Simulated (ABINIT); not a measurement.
# H2Pb (P-3m1): zone-centre phonons, part 3 of 3

Aim: the zone-centre modes of H2Pb (P-3m1).

ABINIT 10.8.3; DFT LDA, scalar-relativistic, plane waves, HGH norm-conserving pseudopotentials.

So far. Step 5 (Relaxing the cell and atoms): The volume changes by -1.2 % in this run and stands -44.2 % from the first cell. Step 7 (Linear response at Γ): The acoustic modes at Γ come out as far as 0.2 cm⁻¹ from zero, where they should vanish, a small numerical error. The lowest optical mode is imaginary, 231i cm⁻¹, an instability at this level and on this k mesh. The relaxed cell has a = 3.622, c = 3.344 Å (conventional setting).

The structure was built from a prototype and need not be the compound's stable phase.

## Step 8: Zone-centre analysis

anaddb reads the merged derivatives and imposes the acoustic sum rule.

The input, anaddb.abi:

```
ddb_filepath "gamma_DDB"
output_file "anaddb.abo"
outdata_prefix "anaddb"
asr 1
chneut 1
enunit 2
eivec 1
nph1l 1
qph1l 0.0 0.0 0.0 1.0
```

The input, mrgddb.in:

```
gamma_DDB
merged
2
dfpt_gammao_DDB
gso_DDB
```

Launch:

```bash
mrgddb < mrgddb.in > mrgddb.log
OMP_NUM_THREADS=1 anaddb anaddb.abi > anaddb.log
```

anaddb.abo, the main output file:

```text
-outvars_anaddb: echo values of input variables ----------------------

 Miscellaneous information :
      enunit         2
       eivec         1
         asr         1
 First list of wavevector (reduced coord.) :
       nph1l         1
       qph1l
                     0.00000000E+00  0.00000000E+00  0.00000000E+00    1.000E+00

================================================================================

 read the DDB information and perform some checks

  ==== Info on the Cryst% object ====
 Real(R)+Recip(G) space primitive vectors, cartesian coordinates (Bohr,Bohr^-1):
 R(1)=  6.8452919  0.0000000  0.0000000  G(1)=  0.1460858  0.0843427  0.0000000
 R(2)= -3.4226459  5.9281967  0.0000000  G(2)=  0.0000000  0.1686854  0.0000000
 R(3)=  0.0000000  0.0000000  6.3189841  G(3)=  0.0000000  0.0000000  0.1582533
 Unit cell volume ucvol=  2.5642587E+02 bohr^3
 Angles (23,13,12)=  9.00000000E+01  9.00000000E+01  1.20000000E+02 degrees
 Time-reversal symmetry is present
 Reduced atomic positions [iatom, xred, symbol]:
    1)    0.0000000  0.0000000  0.0000000  Pb
    2)    0.3333333  0.6666667  0.2401531   H
    3)    0.6666667  0.3333333  0.7598469   H

 DDB file with 3 blocks has been read.

================================================================================

 Treat the first list of vectors

  Phonon wavevector (reduced coordinates) :  0.00000  0.00000  0.00000
 Phonon energies in Hartree :
  -1.054003E-03 -1.054003E-03  0.000000E+00  0.000000E+00  0.000000E+00
   2.010513E-03  3.637599E-03  3.716380E-03  3.716380E-03
 Phonon energies in meV     :
- -2.868089E+01 -2.868089E+01  0.000000E+00  0.000000E+00  0.000000E+00
-  5.470885E+01  9.898411E+01  1.011279E+02  1.011279E+02
 Phonon frequencies in cm-1    :
- -2.313270E+02 -2.313270E+02  0.000000E+00  0.000000E+00  0.000000E+00
-  4.412566E+02  7.983607E+02  8.156511E+02  8.156511E+02
 Phonon frequencies in Thz     :
- -6.935008E+00 -6.935008E+00  0.000000E+00  0.000000E+00  0.000000E+00
-  1.322854E+01  2.393425E+01  2.445261E+01  2.445261E+01
 Phonon energies in Kelvin  :
- -3.328279E+02 -3.328279E+02  0.000000E+00  0.000000E+00  0.000000E+00
-  6.348699E+02  1.148663E+03  1.173540E+03  1.173540E+03

 Eigendisplacements
 (will be given, for each mode : in cartesian coordinates
   for each atom the real part of the displacement vector,
   then the imaginary part of the displacement vector - absolute values smaller than 1.0d-7 are set to zero)
  Mode number    1   Energy   -1.054003E-03
 Attention : low frequency mode.
   (Could be unstable or acoustic mode)
-  1  6.61160278E-05  1.45391140E-04  0.00000000E+00
-     0.00000000E+00  0.00000000E+00  0.00000000E+00
-  2 -6.79575143E-03 -1.49440625E-02  0.00000000E+00
-     0.00000000E+00  0.00000000E+00  0.00000000E+00
-  3 -6.79575143E-03 -1.49440625E-02  0.00000000E+00
-     0.00000000E+00  0.00000000E+00  0.00000000E+00
  Mode number    2   Energy   -1.054003E-03
 Attention : low frequency mode.
   (Could be unstable or acoustic mode)
-  1  1.45391140E-04 -6.61160278E-05  0.00000000E+00
-     0.00000000E+00  0.00000000E+00  0.00000000E+00
-  2 -1.49440625E-02  6.79575143E-03  0.00000000E+00
-     0.00000000E+00  0.00000000E+00  0.00000000E+00
-  3 -1.49440625E-02  6.79575143E-03  0.00000000E+00
-     0.00000000E+00  0.00000000E+00  0.00000000E+00
  Mode number    3   Energy    0.000000E+00
 Attention : low frequency mode.
   (Could be unstable or acoustic mode)
-  1  0.00000000E+00  0.00000000E+00 -1.61928251E-03
-     0.00000000E+00  0.00000000E+00  0.00000000E+00
-  2  0.00000000E+00  0.00000000E+00 -1.61928258E-03
-     0.00000000E+00  0.00000000E+00  0.00000000E+00
-  3  0.00000000E+00  0.00000000E+00 -1.61928258E-03
-     0.00000000E+00  0.00000000E+00  0.00000000E+00
  Mode number    4   Energy    0.000000E+00
 Attention : low frequency mode.
   (Could be unstable or acoustic mode)
-  1  0.00000000E+00  1.61928272E-03  0.00000000E+00
-     0.00000000E+00  0.00000000E+00  0.00000000E+00
-  2  0.00000000E+00  1.61926163E-03  0.00000000E+00
-     0.00000000E+00  0.00000000E+00  0.00000000E+00
-  3  0.00000000E+00  1.61926163E-03  0.00000000E+00
-     0.00000000E+00  0.00000000E+00  0.00000000E+00
  Mode number    5   Energy    0.000000E+00
 Attention : low frequency mode.
   (Could be unstable or acoustic mode)
-  1  1.61928272E-03  0.00000000E+00  0.00000000E+00
-     0.00000000E+00  0.00000000E+00  0.00000000E+00
-  2  1.61926163E-03  0.00000000E+00  0.00000000E+00
-     0.00000000E+00  0.00000000E+00  0.00000000E+00
-  3  1.61926163E-03  0.00000000E+00  0.00000000E+00
-     0.00000000E+00  0.00000000E+00  0.00000000E+00
  Mode number    6   Energy    2.010513E-03
;  1  0.00000000E+00  0.00000000E+00  1.59720296E-04
;     0.00000000E+00  0.00000000E+00  0.00000000E+00
;  2  0.00000000E+00  0.00000000E+00 -1.64166736E-02
;     0.00000000E+00  0.00000000E+00  0.00000000E+00
;  3  0.00000000E+00  0.00000000E+00 -1.64166736E-02
;     0.00000000E+00  0.00000000E+00  0.00000000E+00
  Mode number    7   Energy    3.637599E-03
;  1  0.00000000E+00  0.00000000E+00  0.00000000E+00
;     0.00000000E+00  0.00000000E+00  0.00000000E+00
;  2  0.00000000E+00  0.00000000E+00  1.64963405E-02
;     0.00000000E+00  0.00000000E+00  0.00000000E+00
;  3  0.00000000E+00  0.00000000E+00 -1.64963405E-02
;     0.00000000E+00  0.00000000E+00  0.00000000E+00
  Mode number    8   Energy    3.716380E-03
-  1  0.00000000E+00  0.00000000E+00  0.00000000E+00
-     0.00000000E+00  0.00000000E+00  0.00000000E+00
-  2  1.49474273E-02 -6.97880125E-03  0.00000000E+00
-     0.00000000E+00  0.00000000E+00  0.00000000E+00
-  3 -1.49474273E-02  6.97880125E-03  0.00000000E+00
-     0.00000000E+00  0.00000000E+00  0.00000000E+00
  Mode number    9   Energy    3.716380E-03
-  1  0.00000000E+00  0.00000000E+00  0.00000000E+00
-     0.00000000E+00  0.00000000E+00  0.00000000E+00
-  2  6.97880125E-03  1.49474273E-02  0.00000000E+00
-     0.00000000E+00  0.00000000E+00  0.00000000E+00
-  3 -6.97880125E-03 -1.49474273E-02  0.00000000E+00
-     0.00000000E+00  0.00000000E+00  0.00000000E+00

 Analysis of degeneracies and characters (maximum tolerance=1.00E-06 a.u.)
 For each vibration mode, or group of modes if degenerate,
 the characters are given for each symmetry operation (see the list in the log file).
 Symmetry characters of vibration mode #   1
        degenerate with vibration mode #   2
  2.0 -2.0  0.0 -0.0 -1.0  1.0  0.0 -0.0 -1.0  1.0 -0.0  0.0
 Symmetry characters of vibration mode #   3
       degenerate with vibration modes #   4 to    5
  3.0 -3.0  1.0 -1.0  0.0  0.0  1.0 -1.0  0.0 -0.0  1.0 -1.0
 Symmetry characters of vibration mode #   6
  1.0 -1.0  1.0 -1.0  1.0 -1.0  1.0 -1.0  1.0 -1.0  1.0 -1.0
 Symmetry characters of vibration mode #   7
  1.0  1.0  1.0  1.0  1.0  1.0  1.0  1.0  1.0  1.0  1.0  1.0
 Symmetry characters of vibration mode #   8
        degenerate with vibration mode #   9
  2.0  2.0  0.0  0.0 -1.0 -1.0 -0.0 -0.0 -1.0 -1.0 -0.0  0.0
-
```

It took 0.85 s on 1 thread of Intel Xeon at 2.70GHz, shared host.

No LO-TO term; unit eigenvectors of the mass-weighted matrix, from anaddb's displacements. Modes at Γ, with each element's share of the kinetic energy (negative means imaginary):

```tsv
mode	frequency (cm⁻¹)	Pb %	H %
1	-231.3	1	99
2	-231.3	1	99
3	0.0	99	1
4	0.0	99	1
5	0.0	99	1
6	441.3	1	99
7	798.4	0	100
8	815.7	0	100
9	815.7	0	100
```

Displacements in mode 1 (-231.3 cm⁻¹), the largest set to 1:
```
Pb1  0.00  0.01  0.00
H2  -0.45 -1.00  0.00
H3  -0.45 -1.00  0.00
```

Displacements in mode 9 (815.7 cm⁻¹), the largest set to 1:
```
Pb1  0.00  0.00  0.00
H2   0.47  1.00  0.00
H3  -0.47 -1.00  0.00
```

The rule moves no optical mode by more than 0.1 cm⁻¹.

## Step 9: Sum rules set otherwise (asr 0)

Without the rule the raw error of the acoustic modes shows.

Edit anaddb.abi of step 8 so:

```diff
@@ -3,4 +3,4 @@
 outdata_prefix "anaddb"
-asr 1
-chneut 1
+asr 0
+chneut 0
 enunit 2
```

mrgddb.in is that of step 8.

anaddb.abo, the main output file:

```text
-outvars_anaddb: echo values of input variables ----------------------

 Miscellaneous information :
      enunit         2
       eivec         1
      chneut         0
 First list of wavevector (reduced coord.) :
       nph1l         1
       qph1l
                     0.00000000E+00  0.00000000E+00  0.00000000E+00    1.000E+00

================================================================================

 read the DDB information and perform some checks

  ==== Info on the Cryst% object ====
 Real(R)+Recip(G) space primitive vectors, cartesian coordinates (Bohr,Bohr^-1):
 R(1)=  6.8452919  0.0000000  0.0000000  G(1)=  0.1460858  0.0843427  0.0000000
 R(2)= -3.4226459  5.9281967  0.0000000  G(2)=  0.0000000  0.1686854  0.0000000
 R(3)=  0.0000000  0.0000000  6.3189841  G(3)=  0.0000000  0.0000000  0.1582533
 Unit cell volume ucvol=  2.5642587E+02 bohr^3
 Angles (23,13,12)=  9.00000000E+01  9.00000000E+01  1.20000000E+02 degrees
 Time-reversal symmetry is present
 Reduced atomic positions [iatom, xred, symbol]:
    1)    0.0000000  0.0000000  0.0000000  Pb
    2)    0.3333333  0.6666667  0.2401531   H
    3)    0.6666667  0.3333333  0.7598469   H

 DDB file with 3 blocks has been read.

================================================================================

 Treat the first list of vectors

  Phonon wavevector (reduced coordinates) :  0.00000  0.00000  0.00000
 Phonon energies in Hartree :
  -1.054061E-03 -1.054061E-03 -1.063259E-06 -1.063255E-06  3.790562E-07
   2.010508E-03  3.637596E-03  3.716363E-03  3.716363E-03
 Phonon energies in meV     :
- -2.868247E+01 -2.868247E+01 -2.893275E-02 -2.893264E-02  1.031464E-02
-  5.470871E+01  9.898404E+01  1.011274E+02  1.011274E+02
 Phonon frequencies in cm-1    :
- -2.313397E+02 -2.313397E+02 -2.333583E-01 -2.333575E-01  8.319321E-02
-  4.412555E+02  7.983601E+02  8.156475E+02  8.156475E+02
 Phonon frequencies in Thz     :
- -6.935389E+00 -6.935389E+00 -6.995907E-03 -6.995882E-03  2.494070E-03
-  1.322851E+01  2.393423E+01  2.445250E+01  2.445250E+01
 Phonon energies in Kelvin  :
- -3.328462E+02 -3.328462E+02 -3.357506E-01 -3.357494E-01  1.196965E-01
-  6.348683E+02  1.148662E+03  1.173535E+03  1.173535E+03

 Eigendisplacements
 (will be given, for each mode : in cartesian coordinates
   for each atom the real part of the displacement vector,
   then the imaginary part of the displacement vector - absolute values smaller than 1.0d-7 are set to zero)
  Mode number    1   Energy   -1.054061E-03
 Attention : low frequency mode.
   (Could be unstable or acoustic mode)
-  1  6.61092588E-05  1.45374932E-04  0.00000000E+00
-     0.00000000E+00  0.00000000E+00  0.00000000E+00
-  2 -6.79580993E-03 -1.49440551E-02  0.00000000E+00
-     0.00000000E+00  0.00000000E+00  0.00000000E+00
-  3 -6.79580993E-03 -1.49440551E-02  0.00000000E+00
-     0.00000000E+00  0.00000000E+00  0.00000000E+00
  Mode number    2   Energy   -1.054061E-03
 Attention : low frequency mode.
   (Could be unstable or acoustic mode)
-  1  1.45374932E-04 -6.61092588E-05  0.00000000E+00
-     0.00000000E+00  0.00000000E+00  0.00000000E+00
-  2 -1.49440551E-02  6.79580993E-03  0.00000000E+00
-     0.00000000E+00  0.00000000E+00  0.00000000E+00
-  3 -1.49440551E-02  6.79580993E-03  0.00000000E+00
-     0.00000000E+00  0.00000000E+00  0.00000000E+00
  Mode number    3   Energy   -1.063259E-06
 Attention : low frequency mode.
   (Could be unstable or acoustic mode)
-  1  3.00683427E-07  1.61928442E-03  0.00000000E+00
-     0.00000000E+00  0.00000000E+00  0.00000000E+00
-  2  3.00646139E-07  1.61908361E-03  0.00000000E+00
-     0.00000000E+00  0.00000000E+00  0.00000000E+00
-  3  3.00646139E-07  1.61908361E-03  0.00000000E+00
-     0.00000000E+00  0.00000000E+00  0.00000000E+00
  Mode number    4   Energy   -1.063255E-06
 Attention : low frequency mode.
   (Could be unstable or acoustic mode)
-  1  1.61928442E-03 -3.00683427E-07  0.00000000E+00
-     0.00000000E+00  0.00000000E+00  0.00000000E+00
-  2  1.61908361E-03 -3.00646139E-07  0.00000000E+00
-     0.00000000E+00  0.00000000E+00  0.00000000E+00
-  3  1.61908361E-03 -3.00646139E-07  0.00000000E+00
-     0.00000000E+00  0.00000000E+00  0.00000000E+00
  Mode number    5   Energy    3.790562E-07
 Attention : low frequency mode.
   (Could be unstable or acoustic mode)
;  1  0.00000000E+00  0.00000000E+00  1.61928243E-03
;     0.00000000E+00  0.00000000E+00  0.00000000E+00
;  2  0.00000000E+00  0.00000000E+00  1.61929082E-03
;     0.00000000E+00  0.00000000E+00  0.00000000E+00
;  3  0.00000000E+00  0.00000000E+00  1.61929082E-03
;     0.00000000E+00  0.00000000E+00  0.00000000E+00
  Mode number    6   Energy    2.010508E-03
;  1  0.00000000E+00  0.00000000E+00  1.59721108E-04
;     0.00000000E+00  0.00000000E+00  0.00000000E+00
;  2  0.00000000E+00  0.00000000E+00 -1.64166728E-02
;     0.00000000E+00  0.00000000E+00  0.00000000E+00
;  3  0.00000000E+00  0.00000000E+00 -1.64166728E-02
;     0.00000000E+00  0.00000000E+00  0.00000000E+00
  Mode number    7   Energy    3.637596E-03
;  1  0.00000000E+00  0.00000000E+00  0.00000000E+00
;     0.00000000E+00  0.00000000E+00  0.00000000E+00
;  2  0.00000000E+00  0.00000000E+00  1.64963405E-02
;     0.00000000E+00  0.00000000E+00  0.00000000E+00
;  3  0.00000000E+00  0.00000000E+00 -1.64963405E-02
;     0.00000000E+00  0.00000000E+00  0.00000000E+00
  Mode number    8   Energy    3.716363E-03
-  1  0.00000000E+00  0.00000000E+00  0.00000000E+00
-     0.00000000E+00  0.00000000E+00  0.00000000E+00
-  2  1.49474336E-02 -6.97878755E-03  0.00000000E+00
-     0.00000000E+00  0.00000000E+00  0.00000000E+00
-  3 -1.49474336E-02  6.97878755E-03  0.00000000E+00
-     0.00000000E+00  0.00000000E+00  0.00000000E+00
  Mode number    9   Energy    3.716363E-03
-  1  0.00000000E+00  0.00000000E+00  0.00000000E+00
-     0.00000000E+00  0.00000000E+00  0.00000000E+00
-  2  6.97878755E-03  1.49474336E-02  0.00000000E+00
-     0.00000000E+00  0.00000000E+00  0.00000000E+00
-  3 -6.97878755E-03 -1.49474336E-02  0.00000000E+00
-     0.00000000E+00  0.00000000E+00  0.00000000E+00

 Analysis of degeneracies and characters (maximum tolerance=1.00E-06 a.u.)
 For each vibration mode, or group of modes if degenerate,
 the characters are given for each symmetry operation (see the list in the log file).
 Symmetry characters of vibration mode #   1
        degenerate with vibration mode #   2
  2.0 -2.0  0.0 -0.0 -1.0  1.0  0.0  0.0 -1.0  1.0 -0.0  0.0
 Symmetry characters of vibration mode #   3
        degenerate with vibration mode #   4
  2.0 -2.0 -0.0  0.0 -1.0  1.0  0.0 -0.0 -1.0  1.0 -0.0  0.0
 Symmetry characters of vibration mode #   5
  1.0 -1.0  1.0 -1.0  1.0 -1.0  1.0 -1.0  1.0 -1.0  1.0 -1.0
 Symmetry characters of vibration mode #   6
  1.0 -1.0  1.0 -1.0  1.0 -1.0  1.0 -1.0  1.0 -1.0  1.0 -1.0
 Symmetry characters of vibration mode #   7
  1.0  1.0  1.0  1.0  1.0  1.0  1.0  1.0  1.0  1.0  1.0  1.0
 Symmetry characters of vibration mode #   8
        degenerate with vibration mode #   9
  2.0  2.0 -0.0 -0.0 -1.0 -1.0 -0.0 -0.0 -1.0 -1.0  0.0  0.0
-
```

It took 0.89 s on 1 thread.

Zone-centre frequencies as printed; negative means imaginary. Modes:

```tsv
mode	frequency (cm⁻¹)
1	-231.3
2	-231.3
3	-0.23
4	-0.23
5	0.08
6	441.3
7	798.4
8	815.6
9	815.6
```

## Step 10: What came out

```
space group after relaxation                                           : P-3m1
volume per atom                                                        : 12.7 Å³
highest optical zone-centre mode (no LO-TO term)                       : 815.6 cm⁻¹
lowest optical zone-centre mode                                        : -231.3 cm⁻¹
imaginary optical modes at the zone centre (no q mesh in this session) : yes
```

At the LDA level the optical modes of H2Pb (P-3m1) at the zone centre run from 231i to 816 cm⁻¹, so the structure is a saddle point, with 2 modes beyond 10i cm⁻¹ there. These are harmonic frequencies at zero temperature: anharmonic shifts and linewidths and thermal expansion are left out. Spin-orbit coupling is left out, which can matter for the heavy elements here. The HGH files keep few electrons and have no core correction, which is cheap but rough for Pb. In a metal the frequencies hang on the k mesh and the smearing, most of all near Kohn anomalies. The structure is a hypothetical one, built on a prototype.

[Host names and launcher messages were left out of these logs when they were recorded.]

[Logs are printed without paths, hosts, clocks, repeated set-up lines and the standing remarks that a program may print on its own settings, such as how far it seeks lower states.]

[Hosts, paths, dates, database ids (printed as entryN), source tags and the programs' standing remarks are cut or masked in the printed files.]
